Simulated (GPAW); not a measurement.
# Geometry or basis: what sets the conductance of CO in line between two Fe chains

Aim: the conductance of CO in line between two Fe chains after relaxation, and whether geometry, basis or functional moves it most.

Program: GPAW 26.7.0. Level of theory: GPAW LCAO, PAW setups; relaxation of the junction within the symmetry of its start, lead ends held, in the first sound run; inputs show where later runs differ. Results are calculated unless marked as measured.

## Step 1: The structure

The cell holds 14 atoms: 12 Fe, 1 C and 1 O. Cell: a = 9.000 Å, b = 9.000 Å, c = 29.320 Å, α = 90.0°, β = 90.0°, γ = 90.0°. Regions: left lead, 6 atoms (6 Fe); channel, 2 atoms (1 C and 1 O); right lead, 6 atoms (6 Fe). Vacuum lies along a and b. The structure is stacked along c, and the current runs across the ab planes.

## Step 2: Relaxing the atoms

Transmission follows bond lengths closely, so the atoms between the held lead ends are relaxed first, within whatever symmetry the start has.

Input file run.py:

```python
import json
from ase import Atoms
from ase.constraints import FixAtoms
from ase.optimize import BFGS
from gpaw import GPAW, FermiDirac

device = Atoms(
    ['Fe', 'Fe', 'Fe', 'Fe', 'Fe', 'Fe', 'C', 'O', 'Fe', 'Fe', 'Fe', 'Fe', 'Fe', 'Fe'],
    positions=[
        [4.50000, 4.50000, 1.13000],
        [4.50000, 4.50000, 3.39000],
        [4.50000, 4.50000, 5.65000],
        [4.50000, 4.50000, 7.91000],
        [4.50000, 4.50000, 10.17000],
        [4.50000, 4.50000, 12.43000],
        [4.50000, 4.50000, 14.13520],
        [4.50000, 4.50000, 15.29520],
        [4.50000, 4.50000, 16.89030],
        [4.50000, 4.50000, 19.15030],
        [4.50000, 4.50000, 21.41030],
        [4.50000, 4.50000, 23.67030],
        [4.50000, 4.50000, 25.93030],
        [4.50000, 4.50000, 28.19030]],
    cell=[[9.0, 0.0, 0.0], [0.0, 9.0, 0.0], [0.0, 0.0, 29.3203]],
    pbc=True,
    magmoms=[3.0, 3.0, 3.0, 3.0, 3.0, 3.0, 0.0, 0.0, 3.0, 3.0, 3.0, 3.0, 3.0, 3.0])

device.set_constraint(FixAtoms([0, 1, 2, 3, 4, 9, 10, 11, 12, 13]))
device.calc = GPAW(mode='lcao', basis='dzp', xc='PBE', h=0.18,
                   kpts={'size': (1, 1, 3), 'gamma': True},
                   symmetry={'tolerance': 1e-3, 'extra_ids': [1, 1, 1, 1, 1, 0, 0, 0, 0, 1, 1, 1, 1, 1]},
                   occupations=FermiDirac(0.1), maxiter=250,
                   mixer=dict(beta=0.05, nmaxold=8, weight=100.0),
                   convergence=dict(density=0.0001), txt='relax.txt')
path = []
opt = BFGS(device, maxstep=0.15)
opt.attach(lambda: path.append((device.get_potential_energy(), device.positions.tolist(), device.get_forces().tolist())))
relaxed = bool(opt.run(fmax=0.05, steps=50))
json.dump(dict(relaxed=relaxed, path=path, positions=device.positions.tolist(), moments=device.get_magnetic_moments().tolist(),
               forces=device.get_forces(apply_constraint=False).tolist()), open('result.json', 'w'))
```

Command:

```sh
> OMP_NUM_THREADS=1 OPENBLAS_NUM_THREADS=1 python run.py
```

Log:

```text
Step          Energy          fmax
BFGS:    0      -71.333100        8.864431
BFGS:    1      -72.251975        2.437570
BFGS:    2      -72.351351        3.012114
BFGS:    3      -72.410403        0.355993
BFGS:    4      -72.412631        0.132729
BFGS:    5      -72.413300        0.120589
BFGS:    6      -72.414506        0.287952
BFGS:    7      -72.415313        0.244516
BFGS:    8      -72.415671        0.091232
BFGS:    9      -72.415750        0.012785
```

The job ended after 28 min (1 thread of Arm Neoverse V1, shared host; peak memory 1.6 GiB).

Relaxation path:

| step | energy less that of the first step (eV) | largest force (eV/Å) |
| --- | --- | --- |
| 1 | 0.0000 | 8.8644 |
| 2 | -0.9247 | 2.4376 |
| 3 | -1.0319 | 3.0121 |
| 4 | -1.0924 | 0.3560 |
| 5 | -1.0945 | 0.1327 |
| 6 | -1.0952 | 0.1206 |
| 7 | -1.0967 | 0.2880 |
| 8 | -1.0978 | 0.2445 |
| 9 | -1.0981 | 0.0912 |
| 10 | -1.0983 | 0.0128 |

The atoms that moved most (Å):

```
atom     dx     dy      dz  length
 Fe9  0.000  0.000   0.192   0.192
  C7  0.000  0.000  -0.106   0.106
 Fe6  0.000  0.000  -0.089   0.089
  O8  0.000  0.000  -0.054   0.054
```

This step gave:

| Property | Result |
| --- | --- |
| sum of the site moments | 36.24 μB |

Site moment by atom:

```
atom  site moment (μB)
 Fe1              3.13
 Fe2              3.11
 Fe3              3.11
 Fe4              3.13
 Fe5              3.05
 Fe6              2.35
  C7             -0.09
  O8             -0.02
 Fe9              2.95
Fe10              3.03
Fe11              3.14
Fe12              3.11
Fe13              3.11
Fe14              3.12
```

The relaxation lowered the energy of the cell by 1.10 eV (energies extrapolated to zero smearing; the optimiser's log prints free energies). The largest force left on a free atom is 0.013 eV/Å.

## Step 3: GPAW, dzp

The script solves lead and junction separately, takes H and S in the orbital basis, and joins semi-infinite leads through their self-energies; the dzp basis is the working standard.

This step: GPAW LCAO, PAW setups; Landauer transmission from Green's functions with principal layers (ASE), zero bias (GPAW 26.7.0).

Input file run.py:

```python
import json
import numpy as np
from ase import Atoms
from ase.transport.calculators import TransportCalculator
from gpaw import GPAW, FermiDirac
from gpaw.lcao.tools import get_lcao_hamiltonian
from scipy.linalg import eigh

# The junction with lead layers at both ends, along the third cell vector
device = Atoms(
    ['Fe', 'Fe', 'Fe', 'Fe', 'Fe', 'Fe', 'C', 'O', 'Fe', 'Fe', 'Fe', 'Fe', 'Fe', 'Fe'],
    positions=[
        [4.50000, 4.50000, 1.13000],
        [4.50000, 4.50000, 3.39000],
        [4.50000, 4.50000, 5.65000],
        [4.50000, 4.50000, 7.91000],
        [4.50000, 4.50000, 10.17000],
        [4.50000, 4.50000, 12.34136],
        [4.50000, 4.50000, 14.02879],
        [4.50000, 4.50000, 15.24107],
        [4.50000, 4.50000, 17.08208],
        [4.50000, 4.50000, 19.15030],
        [4.50000, 4.50000, 21.41030],
        [4.50000, 4.50000, 23.67030],
        [4.50000, 4.50000, 25.93030],
        [4.50000, 4.50000, 28.19030]],
    cell=[[9.0, 0.0, 0.0], [0.0, 9.0, 0.0], [0.0, 0.0, 29.3203]],
    pbc=True,
    magmoms=[3.0, 3.0, 3.0, 3.0, 3.0, 3.0, 0.0, 0.0, 3.0, 3.0, 3.0, 3.0, 3.0, 3.0])

# One principal layer of the lead: the first 3 atoms of the device
lead = Atoms(
    ['Fe', 'Fe', 'Fe'],
    positions=[
        [4.50000, 4.50000, 1.13000],
        [4.50000, 4.50000, 3.39000],
        [4.50000, 4.50000, 5.65000]],
    cell=[[9.0, 0.0, 0.0], [0.0, 9.0, 0.0], [0.0, 0.0, 6.78]],
    pbc=True,
    magmoms=[3.0, 3.0, 3.0])

settings = dict(mode='lcao', basis='dzp', xc='PBE', h=0.18,
                occupations=FermiDirac(0.1), maxiter=250,
                mixer=dict(beta=0.05, nmaxold=8, weight=100.0),
                convergence=dict(density=0.0001))
energies = np.arange(-2, 2 + 1e-9, 0.025)
eta = 0.0001
n1, n2 = 1, 1
# k and -k transmit alike, so half of the mesh across the current serves
mesh = [(i, j) for i in range(n1) for j in range(n2) if (i, j) <= (-i % n1, -j % n2)]
weights = np.array([1 if (i, j) == (-i % n1, -j % n2) else 2 for i, j in mesh]) / (n1 * n2)

# [... helper functions left out ...]
fermi_lead = ground_state(lead, (1, 1, 17), 'lead.txt')
fermi_device = ground_state(device, (1, 1, 3), 'device.txt')
# [... loop over the mesh left out, but for ...]
        # Shift the lead onto the potential of the device's first layer
        shift = ((H[:, 0, 0] - H0[:, 0, 0]) / S0[0, 0]).real.mean()
# [...]
kT = 8.617333e-5 * 300
bias = [0.1, 0.2, 0.5, 1.0, 1.5, 2.0]
# [... integrals and printing left out ...]
```

Log:

```text
basis functions: device 206, principal layer 45
Fermi level: lead -1.7343 eV, device -1.8736 eV; lead shifted by 0.0167 eV
largest coupling past the next layer 5.77e-05 eV, largest misfit of the first layer 0.139 eV
  E-E_F (eV)   T up        T down      [channel counts left out]
    -2.000    8.9887e-01  1.6837e-02
    -1.975    9.0756e-01  1.6844e-02
    -1.950    9.1866e-01  1.6843e-02
    -1.925    9.3190e-01  1.6836e-02
    -1.900    9.4693e-01  1.6821e-02
    -1.875    9.6329e-01  1.6798e-02
    -1.850    9.8040e-01  1.6768e-02
    -1.825    9.9758e-01  1.6730e-02
    -1.800    1.0141e+00  1.6684e-02
    -1.775    1.0294e+00  1.6629e-02
    -1.750    1.0422e+00  1.6565e-02
    -1.725    1.0524e+00  1.6490e-02
    -1.700    1.0594e+00  1.6405e-02
    -1.675    1.0630e+00  1.6309e-02
    -1.650    1.0631e+00  1.6201e-02
    -1.625    1.0601e+00  1.6079e-02
[...]
1.825    5.3759e-02  1.2023e+00
     1.850    5.3846e-02  1.2157e+00
     1.875    5.3928e-02  1.2005e+00
     1.900    5.4006e-02  1.0664e+00
     1.925    5.4078e-02  5.9658e-02
     1.950    5.4144e-02  6.0149e-02
     1.975    5.4205e-02  6.0616e-02
     2.000    5.4261e-02  6.1051e-02
conductance at 300 K: 0.44078 G0 a cell; thermopower 0.08074 uV/K
current from the zero-bias T(E) at 0.1 V: 3.4159 uA
current from the zero-bias T(E) at 0.2 V: 6.8358 uA
current from the zero-bias T(E) at 0.5 V: 17.163 uA
current from the zero-bias T(E) at 1.0 V: 34.866 uA
current from the zero-bias T(E) at 1.5 V: 53.584 uA
current from the zero-bias T(E) at 2.0 V: 73.339 uA
```

Wall time 13 min (1 thread); peak memory 1.7 GiB.

Numbers from this step:

* conductance: 0.4408 G₀
* largest coupling past the next principal layer: 5.77e-5 eV
* largest misfit of the first principal layer: 0.1386 eV
* shift that aligns the lead: 0.01666 eV
* basis functions of the junction: 206
* basis functions of a principal layer: 45
* transmission at the Fermi level, spin up: 0.05144
* transmission at the Fermi level, spin down: 0.8296

Each spin. The transmission, zone mean by energy, zero at the Fermi level:

| energy (eV) | T, spin up | T, spin down |
| --- | --- | --- |
| -2.000 | 0.899 | 0.0168 |
| -1.900 | 0.947 | 0.0168 |
| -1.800 | 1.01 | 0.0167 |
| -1.700 | 1.06 | 0.0164 |
| -1.650 | 1.06 | 0.0162 |
| -1.600 | 1.05 | 0.0159 |
| -1.500 | 1.02 | 0.0152 |
| -1.400 | 0.992 | 0.0141 |
| -1.300 | 0.946 | 0.0125 |
| -1.200 | 0.975 | 0.962 |
| -1.150 | 0.651 | 0.925 |
| -1.100 | 0.208 | 0.923 |
| -1.000 | 0.105 | 1.01 |
| -0.925 | 0.0874 | 1.09 |
| -0.900 | 0.0837 | 1.08 |
| -0.800 | 0.0735 | 1.05 |
| -0.700 | 0.0673 | 1.02 |
| -0.600 | 0.0630 | 0.970 |
| -0.500 | 0.0593 | 0.925 |
| -0.400 | 0.0576 | 0.886 |
| -0.300 | 0.0555 | 0.858 |
| -0.200 | 0.0539 | 0.840 |
| -0.100 | 0.0525 | 0.832 |
| 0.000 | 0.0514 | 0.830 |
| 0.100 | 0.0506 | 0.832 |
| 0.200 | 0.0499 | 0.835 |
| 0.300 | 0.0494 | 0.839 |
| 0.400 | 0.0491 | 0.840 |
| 0.500 | 0.0489 | 0.840 |
| 0.600 | 0.0488 | 0.838 |
| 0.700 | 0.0489 | 0.837 |
| 0.800 | 0.0491 | 0.840 |
| 0.900 | 0.0494 | 0.850 |
| 1.000 | 0.0498 | 0.866 |
| 1.100 | 0.0502 | 0.889 |
| 1.200 | 0.0507 | 0.916 |
| 1.300 | 0.0512 | 0.945 |
| 1.400 | 0.0518 | 0.972 |
| 1.500 | 0.0523 | 0.991 |
| 1.600 | 0.0528 | 1.02 |
| 1.700 | 0.0533 | 1.09 |
| 1.800 | 0.0537 | 1.18 |
| 1.850 | 0.0538 | 1.22 |
| 1.900 | 0.0540 | 1.07 |
| 2.000 | 0.0543 | 0.0611 |

Not self-consistent under bias; the bias window is split evenly. The current through one cell, from the zero-bias transmission by bias:

```csv
bias (V),"current through one cell, from the zero-bias transmission (μA)"
0.100,3.42
0.200,6.84
0.500,17.2
1.000,34.9
1.500,53.6
2.000,73.3
```

Table of transmission of the three most open eigenchannels by energy, zero at the Fermi level:

```csv
energy (eV),channel 1 up,channel 2 up,channel 3 up,channel 1 down,channel 2 down,channel 3 down
-2.000,0.417,0.417,0.0655,0.0168,0,0
-1.800,0.476,0.476,0.0616,0.0167,0,0
-1.600,0.491,0.491,0.0712,0.0159,0,0
-1.400,0.447,0.447,0.0976,0.0141,5.7e-12,5.7e-12
-1.200,0.422,0.276,0.276,0.476,0.476,0.00988
-1.000,0.105,3.5e-10,3.5e-10,0.478,0.478,0.0497
-0.800,0.0735,0,0,0.488,0.488,0.0766
-0.600,0.0630,0,0,0.452,0.452,0.0640
-0.400,0.0576,0,0,0.414,0.414,0.0565
-0.200,0.0539,0,0,0.394,0.394,0.0503
0.000,0.0514,0,0,0.388,0.388,0.0511
0.200,0.0499,0,0,0.387,0.387,0.0599
0.400,0.0491,0,0,0.382,0.382,0.0734
0.600,0.0488,0,0,0.376,0.376,0.0831
0.800,0.0491,0,0,0.377,0.377,0.0837
1.000,0.0498,0,0,0.391,0.391,0.0812
1.200,0.0507,0,0,0.415,0.415,0.0809
1.400,0.0518,0,0,0.445,0.445,0.0748
1.600,0.0528,0,0,0.485,0.485,0.0474
1.800,0.0537,0,0,0.562,0.562,0.0566
2.000,0.0543,0,0,0.0611,6.4e-10,6.4e-10
```

Couplings past the next layer reach 5.8e-5 eV, small enough to drop; the matrix elements of the cell's first layer differ from the bulk lead's by up to 0.14 eV. That layer keeps its own values in the calculation, and only beyond it is the lead taken as perfect. The Fermi levels of lead and junction count from different zeros of potential, one for each periodic cell; with both set to zero, the small remaining shift is what aligns them. By hand: G = 0.4408 × 77.48 μS = 34.2 μS, a resistance of 29.3 kΩ; at 0.1 V a linear junction would pass 3.42 μA, and the integral over the bias window gives 3.42 μA.

## Step 4: GPAW, szp: basis = "szp(dzp)"

The second zeta is dropped, the polarisation orbitals stay.

run.py: that of step 3 with these lines changed.

```diff
@@ -41,3 +41,3 @@
 
-settings = dict(mode='lcao', basis='dzp', xc='PBE', h=0.18,
+settings = dict(mode='lcao', basis='szp(dzp)', xc='PBE', h=0.18,
                 occupations=FermiDirac(0.1), maxiter=250,
```

Log:

```text
basis functions: device 126, principal layer 27
Fermi level: lead -0.0826 eV, device -0.3875 eV; lead shifted by -0.0210 eV
largest coupling past the next layer 5.85e-05 eV, largest misfit of the first layer 0.138 eV
  E-E_F (eV)   T up        T down      [channel counts left out]
    -2.000    8.9578e-01  1.3805e-02
    -1.975    9.1809e-01  1.3464e-02
    -1.950    9.2096e-01  1.3105e-02
    -1.925    9.3425e-01  1.2729e-02
    -1.900    9.4847e-01  1.2335e-02
    -1.875    9.6301e-01  1.1921e-02
    -1.850    9.7744e-01  1.1488e-02
    -1.825    9.9132e-01  1.1036e-02
    -1.800    1.0043e+00  1.0563e-02
    -1.775    1.0158e+00  1.0069e-02
    -1.750    1.0257e+00  9.5556e-03
    -1.725    1.0334e+00  9.0214e-03
    -1.700    1.0389e+00  8.4671e-03
    -1.675    1.0418e+00  7.8930e-03
    -1.650    1.0420e+00  7.3002e-03
    -1.625    1.0397e+00  6.6897e-03
[...]
1.825    7.0529e-02  1.3473e+00
     1.850    7.0486e-02  1.3674e+00
     1.875    7.0443e-02  1.3862e+00
     1.900    7.0398e-02  1.4035e+00
     1.925    7.0352e-02  1.4190e+00
     1.950    7.0304e-02  1.4325e+00
     1.975    7.0255e-02  1.4406e+00
     2.000    7.0205e-02  1.4078e+00
conductance at 300 K: 0.42165 G0 a cell; thermopower 1.096 uV/K
current from the zero-bias T(E) at 0.1 V: 3.2692 uA
current from the zero-bias T(E) at 0.2 V: 6.5515 uA
current from the zero-bias T(E) at 0.5 V: 16.587 uA
current from the zero-bias T(E) at 1.0 V: 34.135 uA
current from the zero-bias T(E) at 1.5 V: 51.48 uA
current from the zero-bias T(E) at 2.0 V: 67.407 uA
```

The job ended after 8 min (1 thread; peak memory 1.7 GiB).

Numbers from this step:

- conductance: 0.4217 G₀
- largest coupling past the next principal layer: 5.85e-5 eV
- largest misfit of the first principal layer: 0.1384 eV
- shift that aligns the lead: -0.02096 eV
- basis functions of the junction: 126
- basis functions of a principal layer: 27
- transmission at the Fermi level, spin up: 0.07210
- transmission at the Fermi level, spin down: 0.7696

Each spin. Transmission, zone mean against energy, zero at the Fermi level:

```csv
energy (eV),"T, spin up","T, spin down"
-2.000,0.896,0.0138
-1.900,0.948,0.0123
-1.800,1.00,0.0106
-1.700,1.04,0.00847
-1.650,1.04,0.00730
-1.600,1.03,0.00606
-1.500,0.988,0.00346
-1.400,0.826,0.00105
-1.300,0.885,3.7e-5
-1.200,0.919,0.00252
-1.100,0.129,0.307
-1.000,0.0722,0.604
-0.900,0.0722,0.744
-0.800,0.0722,0.812
-0.700,0.0723,0.866
-0.600,0.0723,0.914
-0.500,0.0723,0.923
-0.400,0.0723,0.895
-0.300,0.0723,0.853
-0.200,0.0722,0.817
-0.100,0.0722,0.789
0.000,0.0721,0.770
0.100,0.0720,0.764
0.200,0.0719,0.773
0.300,0.0719,0.787
0.400,0.0718,0.791
0.500,0.0717,0.777
0.600,0.0716,0.755
0.700,0.0715,0.740
0.800,0.0715,0.744
0.900,0.0714,0.761
1.000,0.0714,0.785
1.100,0.0713,0.868
1.200,0.0712,0.940
1.300,0.0711,1.00
1.400,0.0711,1.06
1.500,0.0710,1.11
1.600,0.0708,1.17
1.700,0.0707,1.24
1.800,0.0706,1.33
1.900,0.0704,1.40
2.000,0.0702,1.41
```

Not self-consistent under bias; the bias window is split evenly. Table of current through one cell, from the zero-bias transmission by bias:

| bias (V) | current through one cell, from the zero-bias transmission (μA) |
| --- | --- |
| 0.100 | 3.27 |
| 0.200 | 6.55 |
| 0.500 | 16.6 |
| 1.000 | 34.1 |
| 1.500 | 51.5 |
| 2.000 | 67.4 |

Table of transmission of the three most open eigenchannels by energy, zero at the Fermi level:

```csv
energy (eV),channel 1 up,channel 2 up,channel 3 up,channel 1 down,channel 2 down,channel 3 down
-2.0000,0.401,0.401,0.0927,0.0138,0,0
-1.7500,0.460,0.460,0.105,0.00956,0,0
-1.5000,0.423,0.423,0.141,0.00346,0,0
-1.2500,0.417,0.417,0.0735,9.6e-4,2.0e-12,1.0e-12
-1.0000,0.0722,1.5e-8,1.5e-8,0.211,0.211,0.182
-0.7500,0.0723,0,0,0.354,0.354,0.130
-0.5000,0.0723,0,0,0.409,0.409,0.105
-0.2500,0.0723,0,0,0.377,0.377,0.0781
0.0000,0.0721,0,0,0.345,0.345,0.0771
0.2500,0.0719,0,0,0.347,0.347,0.0851
0.5000,0.0717,0,0,0.345,0.345,0.0844
0.7500,0.0715,0,0,0.328,0.328,0.0805
1.0000,0.0714,0,0,0.369,0.369,0.0466
1.2500,0.0712,0,0,0.446,0.446,0.0811
1.5000,0.0710,0,0,0.513,0.513,0.0827
1.7500,0.0706,0,0,0.602,0.602,0.0796
2.0000,0.0702,0,0,0.666,0.666,0.0758
```

Site moment by atom:

```csv
atom,site moment (μB)
Fe1,3.19
Fe2,3.16
Fe3,3.15
Fe4,3.19
Fe5,3.16
Fe6,2.27
C7,-0.11
O8,-0.05
Fe9,2.93
Fe10,3.11
Fe11,3.21
Fe12,3.15
Fe13,3.16
Fe14,3.17
```

The conductance, 0.422 G₀, lies 4.3 % below that of the dzp run.

## Step 5: GPAW, sz: basis = "sz(dzp)"

One function for each valence shell of the setup, as for a first survey of a large system.

run.py: that of step 4 with these lines changed.

```diff
@@ -41,3 +41,3 @@
 
-settings = dict(mode='lcao', basis='szp(dzp)', xc='PBE', h=0.18,
+settings = dict(mode='lcao', basis='sz(dzp)', xc='PBE', h=0.18,
                 occupations=FermiDirac(0.1), maxiter=250,
```

Log:

```text
basis functions: device 80, principal layer 18
Fermi level: lead 0.2384 eV, device -0.0961 eV; lead shifted by -0.0047 eV
largest coupling past the next layer 5.86e-05 eV, largest misfit of the first layer 0.166 eV
  E-E_F (eV)   T up        T down      [channel counts left out]
    -2.000    8.5424e-01  7.2683e-03
    -1.975    8.6195e-01  6.8477e-03
    -1.950    8.7261e-01  6.4226e-03
[...]
1.975    8.3394e-02  1.2197e+00
     2.000    8.3838e-02  6.0337e-01
conductance at 300 K: 0.48911 G0 a cell; thermopower 1.333 uV/K
current from the zero-bias T(E) at 0.1 V: 3.7863 uA
current from the zero-bias T(E) at 0.2 V: 7.5539 uA
current from the zero-bias T(E) at 0.5 V: 18.654 uA
current from the zero-bias T(E) at 1.0 V: 36.851 uA
current from the zero-bias T(E) at 1.5 V: 54.553 uA
current from the zero-bias T(E) at 2.0 V: 71.093 uA
```

The job ended after 6.2 min (1 thread; peak memory 1.7 GiB).

Numbers from this step:

| Property | Result |
| --- | --- |
| conductance | 0.4891 G₀ |
| largest coupling past the next principal layer | 5.86e-5 eV |
| largest misfit of the first principal layer | 0.1661 eV |
| shift that aligns the lead | -0.004697 eV |
| basis functions of the junction | 80 |
| basis functions of a principal layer | 18 |
| transmission at the Fermi level, spin up | 0.06032 |
| transmission at the Fermi level, spin down | 0.9204 |

The conductance, 0.489 G₀, lies 11 % above that of the dzp run.

(Part 1 of 2 ends here.)

[Logs are printed without paths, hosts, clocks, repeated set-up lines and the standing remarks that a program may print on its own settings, such as how far it seeks lower states.]

[Hosts, paths, dates, database ids (printed as entryN), source tags and the programs' standing remarks are cut or masked in the printed files.]
